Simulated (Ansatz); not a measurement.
# Direct or indirect: KMgF3 (Pm-3m)

```
K Mg F
1.0
     3.98590    0.00000    0.00000
     0.00000    3.98590    0.00000
     0.00000    0.00000    3.98590
K Mg F
1 1 3
Direct
  0.50000 0.50000 0.50000
  0.00000 0.00000 0.00000
  0.00000 0.00000 0.50000
  0.00000 0.50000 0.00000
  0.50000 0.00000 0.00000
```

Method: Ansatz, r2SCAN, independent particles, without spin-orbit coupling, line width 0.1 eV (Gaussian). The band structure gives a fundamental gap of 8.27 eV. The spectrum of vertical transitions near the edge:

```tsv
E (eV)	Im ε, E ∥ xyz
7.80	0.00
7.92	0.00
8.04	0.00
8.16	0.00
8.28	0.00
8.40	0.00
8.52	0.02
8.64	0.10
8.76	0.20
8.88	0.26
9.00	0.30
9.12	0.34
9.24	0.37
9.36	0.40
9.48	0.43
9.60	0.45
9.72	0.47
9.84	0.49
```

Problem. Is the gap direct or indirect, and about where do vertical transitions set in?

Solution. Indirect, by the band path, whose least direct gap is 8.58 eV. The curves fit this: they stay near zero above 8.27 eV and rise only from about 8.6 eV, though a forbidden direct transition would look alike. Lines are broadened by 0.1 eV, which spreads the edge, and phonons, which would give weak absorption from the fundamental gap up, are left out.

[Logs are printed without paths, hosts, clocks, repeated set-up lines and the standing remarks that a program may print on its own settings, such as how far it seeks lower states.]
